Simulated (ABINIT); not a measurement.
# CdF2 (Fm-3m): making up for missing bands

Aim: few bands, with and without a completion of the sum over empty states, for CdF2 (Fm-3m).

Main program and level: ABINIT 10.8.3; PBE and many-body steps on it, plane waves.

### Step 1. The structure

The structure is cubic, space group Fm-3m (No. 225). Conventional cell: a = 5.388 Å, b = 5.388 Å, c = 5.388 Å, α = 90.00°, β = 90.00°, γ = 90.00°. Nearest to Cd lie 8 F at 2.33 Å. F has 4 Cd at 2.33 Å nearest. Farther neighbours and most contacts between anions are not listed.

The cell and positions come from the Crystallography Open Database and are kept as given unless a step says otherwise.

### Step 2. Empty states on the mesh, 4×4×4 mesh, 141 bands

This step: ABINIT 10.8.3; DFT, PBE, plane waves, norm-conserving pseudopotentials.

The sums over transitions need many empty states on a uniform mesh; this step solves for them.

run.abi

```
acell 3*1.0 Angstrom
rprim 
  0.000000000000 2.694000000000 2.694000000000
  2.694000000000 0.000000000000 2.694000000000
  2.694000000000 2.694000000000 -0.000000000000
ntypat 2
znucl 48 9
natom 3
typat 1 2 2
xred 
  0.000000000000 0.000000000000 0.000000000000
  0.250000000000 0.250000000000 0.250000000000
  0.750000000000 0.750000000000 0.750000000000
pp_dirpath "pseudos"
pseudos "Cd.upf, F.upf"
ecut 47
ngkpt 4 4 4
nshiftk 1
shiftk 0 0 0
kptopt 1
chksymbreak 0
irdden 1
istwfk *1
nband 141
prtvol 0
optdriver 6
gwr_task "HDIAGO"
paral_kgb 0
occopt 1
indata_prefix "in"
outdata_prefix "out"
tmpdata_prefix "tmp"
```

Run with:

```bash
$ OMP_NUM_THREADS=1 mpirun -n 8 abinit run.abi > log
```

Output:

```text
.Version 10.8.3 of ABINIT. v10.8.2 released Aug 2026.

 Symmetries : space group Fm -3 m (#225); Bravais cF (face-center cubic)
[... echo of the input left out ...]
== DATASET  1 ==================================================================
-   mpi_nproc: 8, omp_nthreads: 1 (-1 if OMP is not activated)

--- !DatasetInfo
iteration_state: {dtset: 1, }
dimensions: {natom: 3, nkpt: 8, mband: 141, nsppol: 1, nspinor: 1, nspden: 1, mpw: 4092, }
cutoff_energies: {ecut:  47.0, pawecutdg:  -1.0, }
[...]
Indirect band gap semiconductor
 Fundamental gap:     3.124 (eV)
   VBM:     3.135 (eV) at k: [-2.5000E-01,  5.0000E-01,  2.5000E-01]
   CBM:     6.259 (eV) at k: [ 0.0000E+00,  0.0000E+00,  0.0000E+00]
 Direct gap:         3.619 (eV) at k: [ 0.0000E+00,  0.0000E+00,  0.0000E+00]

== END DATASET(S) ==============================================================
================================================================================

 -outvars: echo values of variables after computation  --------
           etotal      0.0000000000E+00
            nband         141
             nkpt           8
          spgroup         225
 [... the other variables as echoed above ...]

 Calculation completed.
```

Run time: 29 s. Hardware: 8 MPI ranks of AMD EPYC 9R45, shared host; peak memory 7.6 GiB; 3.8 min of CPU time.

Numbers from this step:

- gap: 3.124 eV
- k of the valence top: -0.25, 0.5, 0.25
- k of the conduction bottom: 0, 0, 0
- least direct gap: 3.619 eV
- k points computed: 8
- lowest point of the top converged band, above the valence top: 112.1025 eV

On this mesh the gap is 3.124 eV.

The density comes from a self-consistent run that is not shown.

### Step 3. Screening, 4×4×4 mesh, 133 bands, screening to 190.5 eV

The RPA dielectric matrix is built and inverted for each q.

This step: RPA screening on PBE, plane waves, norm-conserving pseudopotentials.

Changes to run.abi since step 2:

```diff
@@ -21,10 +21,11 @@
 chksymbreak 0
-irdden 1
 istwfk *1
-nband 141
-prtvol 0
-optdriver 6
-gwr_task "HDIAGO"
-paral_kgb 0
 occopt 1
+irdwfk 1
+optdriver 3
+nband 133
+ecuteps 7
+inclvkb 2
+awtr 1
+symchi 1
 indata_prefix "in"
```

Output:

```text
.Version 10.8.3 of ABINIT. v10.8.2 released Aug 2026.

 Symmetries : space group Fm -3 m (#225); Bravais cF (face-center cubic)
[... echo of the input left out ...]
== DATASET  1 ==================================================================
-   mpi_nproc: 8, omp_nthreads: 1 (-1 if OMP is not activated)

--- !DatasetInfo
iteration_state: {dtset: 1, }
dimensions: {natom: 3, nkpt: 8, mband: 133, nsppol: 1, nspinor: 1, nspden: 1, mpw: 4092, }
cutoff_energies: {ecut:  47.0, pawecutdg:  -1.0, }
electrons: {nelect:   3.40000000E+01, charge:   0.00000000E+00, occopt:   1.00000000E+00, tsmear:   1.00000000E-02, }

 SCREENING: Calculation of the susceptibility and dielectric matrices

 Based on a program developped by R.W. Godby, V. Olevano, G. Onida, and L. Reining.
 Incorporated in ABINIT by V. Olevano, G.-M. Rignanese, and M. Torrent.
.Using double precision arithmetic ; gwpc =  8

[... cell and pseudopotentials left out ...]
--------------------------------------------------------------------------------

 ==== K-mesh for the wavefunctions ====
 Number of points in the irreducible wedge :     8
[... list of points left out ...]
 Together with 48 symmetry operations and time-reversal symmetry
 yields    64 points in the full Brillouin Zone.

 ==== Q-mesh for the screening function ====
 Number of points in the irreducible wedge :     8
[... list of points left out ...]
 Together with 48 symmetry operations and time-reversal symmetry
 yields    64 points in the full Brillouin Zone.

 setmesh: FFT mesh size selected  =    32x   32x   32
          total number of points  =        32768

 vcoul_init : cutoff-mode = AUXILIARY_FUNCTION
 q-points for optical limit:   1
     1)      0.000010    0.000020    0.000030

- screening: taking advantage of time-reversal symmetry
- Maximum band index for partially occupied states nbvw = 17
- Remaining bands to be divided among processors   nbcw = 116
- Number of bands treated by each node ~14

 Number of electrons calculated from density =   34.0000; Expected =   34.0000
 average of density, n =  0.128843
 r_s =    1.2282
 omega_plasma =   34.6246 [eV]

 calculating chi0 at frequencies [eV] :
  1    0.000000E+00    0.000000E+00
  2    0.000000E+00    3.462465E+01

--------------------------------------------------------------------------------
  q-point number  1        q = ( 0.000000, 0.000000, 0.000000) [r.l.u.]
--------------------------------------------------------------------------------
[... chi0 elements left out ...]
 For q-point:  0.000010 0.000020 0.000030
  dielectric constant =   2.7482
  dielectric constant without local fields =   2.9178

  Average fulfillment of the sum rule on Im[epsilon] for q-point    1 :     67.12  [%]
[... wings left out ...]
  q-point number  2        q = ( 0.250000, 0.000000, 0.000000) [r.l.u.]
--------------------------------------------------------------------------------
[... chi0 elements left out ...]
  Average fulfillment of the sum rule on Im[epsilon] for q-point    2 :     79.24  [%]

 [... 6 further q-points ...]
```

Elapsed: 15 s, on 8 MPI ranks; peak memory 2 GiB; 2 min of CPU time.

This step gave:

- ε∞ with local fields, on this mesh, along the program's q direction: 2.748
- the same without local fields: 2.918
- plasma frequency: 34.62 eV
- plane waves in the screening matrix: 259

Local fields lower ε∞ by 6 %. On a Γ-centred mesh this coarse the value itself is usually too large, while a short band sum pulls it down.

### Step 4. 133 bands

The self-energy is evaluated for the states that the input lists, and the levels follow from it, in one-shot runs by the linearised quasiparticle equation.

This step: G0W0 on PBE, plane waves, norm-conserving pseudopotentials.

Changes to run.abi since step 3:

```diff
@@ -24,8 +24,17 @@
 irdwfk 1
-optdriver 3
+optdriver 4
 nband 133
+gwcalctyp 0
+ecutsigx 47
+symsigma 1
+nkptgw 2
+kptgw 
+  -0.2500000000 0.5000000000 0.2500000000
+  0.0000000000 0.0000000000 0.0000000000
+bdgw 
+  16 19
+  15 21
 ecuteps 7
-inclvkb 2
-awtr 1
-symchi 1
+irdscr 1
+ppmodel 1
 indata_prefix "in"
```

Output:

```text
.Version 10.8.3 of ABINIT. v10.8.2 released Aug 2026.

 Symmetries : space group Fm -3 m (#225); Bravais cF (face-center cubic)
[... echo of the input left out ...]
== DATASET  1 ==================================================================
-   mpi_nproc: 8, omp_nthreads: 1 (-1 if OMP is not activated)

--- !DatasetInfo
iteration_state: {dtset: 1, }
dimensions: {natom: 3, nkpt: 8, mband: 133, nsppol: 1, nspinor: 1, nspden: 1, mpw: 4092, }
cutoff_energies: {ecut:  47.0, pawecutdg:  -1.0, }
electrons: {nelect:   3.40000000E+01, charge:   0.00000000E+00, occopt:   1.00000000E+00, tsmear:   1.00000000E-02, }

 SIGMA: Calculation of the GW corrections

 Based on a program developped by R.W. Godby, V. Olevano, G. Onida, and L. Reining.
 Incorporated in ABINIT by V. Olevano, G.-M. Rignanese, and M. Torrent.
.Using double precision arithmetic ; gwpc =  8

[... cell and pseudopotentials left out ...]
--------------------------------------------------------------------------------

 ==== K-mesh for the wavefunctions ====
 Number of points in the irreducible wedge :     8
[... list of points left out ...]
 Together with 48 symmetry operations and time-reversal symmetry
 yields    64 points in the full Brillouin Zone.

 ==== Q-mesh for screening function ====
 Number of points in the irreducible wedge :     8
[... list of points left out ...]
 Together with 48 symmetry operations and time-reversal symmetry
 yields    64 points in the full Brillouin Zone.

 vcoul_init : cutoff-mode = AUXILIARY_FUNCTION
 q-points for optical limit:   1
     1)      0.000010    0.000020    0.000030
 setmesh: FFT mesh size selected  =    45x   45x   45
          total number of points  =        91125

 Number of electrons calculated from density =   34.0000; Expected =   34.0000
 average of density, n =  0.128843
 r_s =    1.2282
 omega_plasma =   34.6246 [eV]

 === KS Band Gaps ===
  >>>> For spin  1
   Minimum direct gap =   3.6194 [eV], located at k-point      :   0.0000  0.0000  0.0000
   Fundamental gap    =   3.1240 [eV], Top of valence bands at :  -0.2500  0.5000  0.2500
                                       Bottom of conduction at :   0.0000  0.0000  0.0000
 SIGMA fundamental parameters:
 PLASMON POLE MODEL  1
 number of plane-waves for SigmaX                 4015
 number of plane-waves for SigmaC and W            259
 number of plane-waves for wavefunctions          4015
 number of bands                                   133
 number of independent spin polarizations            1
 number of spinorial components                      1
 number of k-points in IBZ                           8
 number of q-points in IBZ                           8
 number of symmetry operations                      48
 number of k-points in BZ                           64
 number of q-points in BZ                           64
 number of frequencies for dSigma/dE                 9
 frequency step for dSigma/dE [eV]                0.25
 number of omega for Sigma on real axis              0
 max omega for Sigma on real axis  [eV]           0.00
 zcut for avoiding poles [eV]                     0.10

 EPSILON^-1 parameters (SCR file):
 dimension of the eps^-1 matrix on file            259
 dimension of the eps^-1 matrix used               259
 number of plane-waves for wavefunctions          4015
 number of bands                                   133
 number of q-points in IBZ                           8
 number of frequencies                               2
 number of real frequencies                          1
 number of imag frequencies                          1

 matrix elements of self-energy operator (all in [eV])

 Perturbative Calculation

--- !SelfEnergy_ee
iteration_state: {dtset: 1, }
kpoint     : [  -0.250,    0.500,    0.250, ]
spin       : 1
KS_gap     :    8.101
QP_gap     :   11.348
Delta_QP_KS:    3.247
data: !SigmaeeData |
     Band     E0 <VxcDFT>   SigX SigC(E0)      Z dSigC/dE  Sig(E)    E-E0       E
       16   2.536 -23.138 -30.563   5.695   0.793  -0.261 -24.510  -1.371   1.164
       17   3.135 -24.392 -31.575   5.510   0.803  -0.246 -25.735  -1.343   1.792
       18  11.236 -16.752 -10.745  -3.779   0.855  -0.170 -14.848   1.904  13.140
       19  14.664 -10.958  -6.360  -3.507   0.871  -0.148 -10.008   0.950  15.614

--- !SelfEnergy_ee
iteration_state: {dtset: 1, }
kpoint     : [   0.000,    0.000,    0.000, ]
spin       : 1
KS_gap     :    3.619
QP_gap     :    6.101
Delta_QP_KS:    2.482
data: !SigmaeeData |
     Band     E0 <VxcDFT>   SigX SigC(E0)      Z dSigC/dE  Sig(E)    E-E0       E
       15   2.640 -24.993 -32.322   5.357   0.816  -0.226 -26.602  -1.609   1.031
       16   2.640 -24.993 -32.322   5.357   0.816  -0.226 -26.602  -1.609   1.031
       17   2.640 -24.993 -32.322   5.357   0.816  -0.226 -26.602  -1.609   1.031
       18   6.259 -12.403  -7.938  -3.466   0.874  -0.144 -11.530   0.873   7.132
       19  15.876 -10.202  -4.669  -4.286   0.876  -0.142  -9.110   1.092  16.968
       20  15.876 -10.202  -4.669  -4.286   0.876  -0.142  -9.110   1.092  16.968
       21  15.876 -10.202  -4.669  -4.286   0.876  -0.142  -9.110   1.092  16.968

== END DATASET(S) ==============================================================
================================================================================

 -outvars: echo values of variables after computation  --------
           etotal      0.0000000000E+00
            nband         133
             nkpt           8
          spgroup         225
 [... the other variables as echoed above ...]

 Calculation completed.
```

The job ended after 7.6 s (8 MPI ranks; peak memory 1.8 GiB).

Numbers from this step:

* G0W0 gap on the points computed: 5.34 eV
* starting gap on the mesh: 3.124 eV
* k of the valence top: -0.25, 0.5, 0.25
* k of the conduction bottom: 0, 0, 0
* Z at the valence top: 0.803
* Z at the conduction bottom: 0.874
* least direct G0W0 gap on the computed points: 6.101 eV

The gap on the mesh goes from 3.12 eV to 5.34 eV, a correction of +2.22 eV.

### Step 5. Screening, 4×4×4 mesh, 27 bands, screening to 190.5 eV

This step: RPA screening on PBE, plane waves, norm-conserving pseudopotentials.

Changes to run.abi since step 4:

```diff
@@ -24,17 +24,8 @@
 irdwfk 1
-optdriver 4
-nband 133
-gwcalctyp 0
-ecutsigx 47
-symsigma 1
-nkptgw 2
-kptgw 
-  -0.2500000000 0.5000000000 0.2500000000
-  0.0000000000 0.0000000000 0.0000000000
-bdgw 
-  16 19
-  15 21
+optdriver 3
+nband 27
 ecuteps 7
-irdscr 1
-ppmodel 1
+inclvkb 2
+awtr 1
+symchi 1
 indata_prefix "in"
```

Output:

```text
.Version 10.8.3 of ABINIT. v10.8.2 released Aug 2026.

 Symmetries : space group Fm -3 m (#225); Bravais cF (face-center cubic)
[... echo of the input left out ...]
== DATASET  1 ==================================================================
-   mpi_nproc: 8, omp_nthreads: 1 (-1 if OMP is not activated)

--- !DatasetInfo
iteration_state: {dtset: 1, }
dimensions: {natom: 3, nkpt: 8, mband: 27, nsppol: 1, nspinor: 1, nspden: 1, mpw: 4092, }
cutoff_energies: {ecut:  47.0, pawecutdg:  -1.0, }
electrons: {nelect:   3.40000000E+01, charge:   0.00000000E+00, occopt:   1.00000000E+00, tsmear:   1.00000000E-02, }

 SCREENING: Calculation of the susceptibility and dielectric matrices

 Based on a program developped by R.W. Godby, V. Olevano, G. Onida, and L. Reining.
 Incorporated in ABINIT by V. Olevano, G.-M. Rignanese, and M. Torrent.
.Using double precision arithmetic ; gwpc =  8

[... cell and pseudopotentials left out ...]
--------------------------------------------------------------------------------

 ==== K-mesh for the wavefunctions ====
 Number of points in the irreducible wedge :     8
[... list of points left out ...]
 Together with 48 symmetry operations and time-reversal symmetry
 yields    64 points in the full Brillouin Zone.

 ==== Q-mesh for the screening function ====
 Number of points in the irreducible wedge :     8
[... list of points left out ...]
 Together with 48 symmetry operations and time-reversal symmetry
 yields    64 points in the full Brillouin Zone.

 setmesh: FFT mesh size selected  =    32x   32x   32
          total number of points  =        32768

 vcoul_init : cutoff-mode = AUXILIARY_FUNCTION
 q-points for optical limit:   1
     1)      0.000010    0.000020    0.000030

- screening: taking advantage of time-reversal symmetry
- Maximum band index for partially occupied states nbvw = 17
- Remaining bands to be divided among processors   nbcw = 10
- Number of bands treated by each node ~1

 Number of electrons calculated from density =   34.0000; Expected =   34.0000
 average of density, n =  0.128843
 r_s =    1.2282
 omega_plasma =   34.6246 [eV]

 calculating chi0 at frequencies [eV] :
  1    0.000000E+00    0.000000E+00
  2    0.000000E+00    3.462465E+01

--------------------------------------------------------------------------------
  q-point number  1        q = ( 0.000000, 0.000000, 0.000000) [r.l.u.]
--------------------------------------------------------------------------------
[... chi0 elements left out ...]
 For q-point:  0.000010 0.000020 0.000030
  dielectric constant =   2.5320
  dielectric constant without local fields =   2.6078

  Average fulfillment of the sum rule on Im[epsilon] for q-point    1 :      9.08  [%]
[... wings left out ...]
  q-point number  2        q = ( 0.250000, 0.000000, 0.000000) [r.l.u.]
--------------------------------------------------------------------------------
[... chi0 elements left out ...]
  Average fulfillment of the sum rule on Im[epsilon] for q-point    2 :     20.58  [%]

 [... 6 further q-points ...]
```

Elapsed: 3.9 s, on 8 MPI ranks; peak memory 1.5 GiB.

This step gave:

```
ε∞ with local fields, on this mesh, along the program's q direction : 2.532
the same without local fields                                       : 2.608
plasma frequency                                                    : 34.62 eV
plane waves in the screening matrix                                 : 259
```

[end of part 1 of 2]

[Paths, hosts, dates, memory and timing lines, banners, echoed tables and standing remarks are left out of the program output.]

[Logs are printed without paths, hosts, clocks, repeated set-up lines and the standing remarks that a program may print on its own settings, such as how far it seeks lower states.]

[Runs of the session that timed out or met a known fault of the program may be left out.]

[Hosts, paths, dates, database ids (printed as entryN), source tags and the programs' standing remarks are cut or masked in the printed files.]

[G0W0 gaps are taken among the corrected bands and points alone; a level outside them can change the order at an edge.]

[Where Ansatz stands beside ABINIT at settings called matched, ABINIT's density can come from a denser mesh and the files from another edition; pairs whose starting gaps differed by over 0.03 eV were left out, so agreement reads better than it is.]
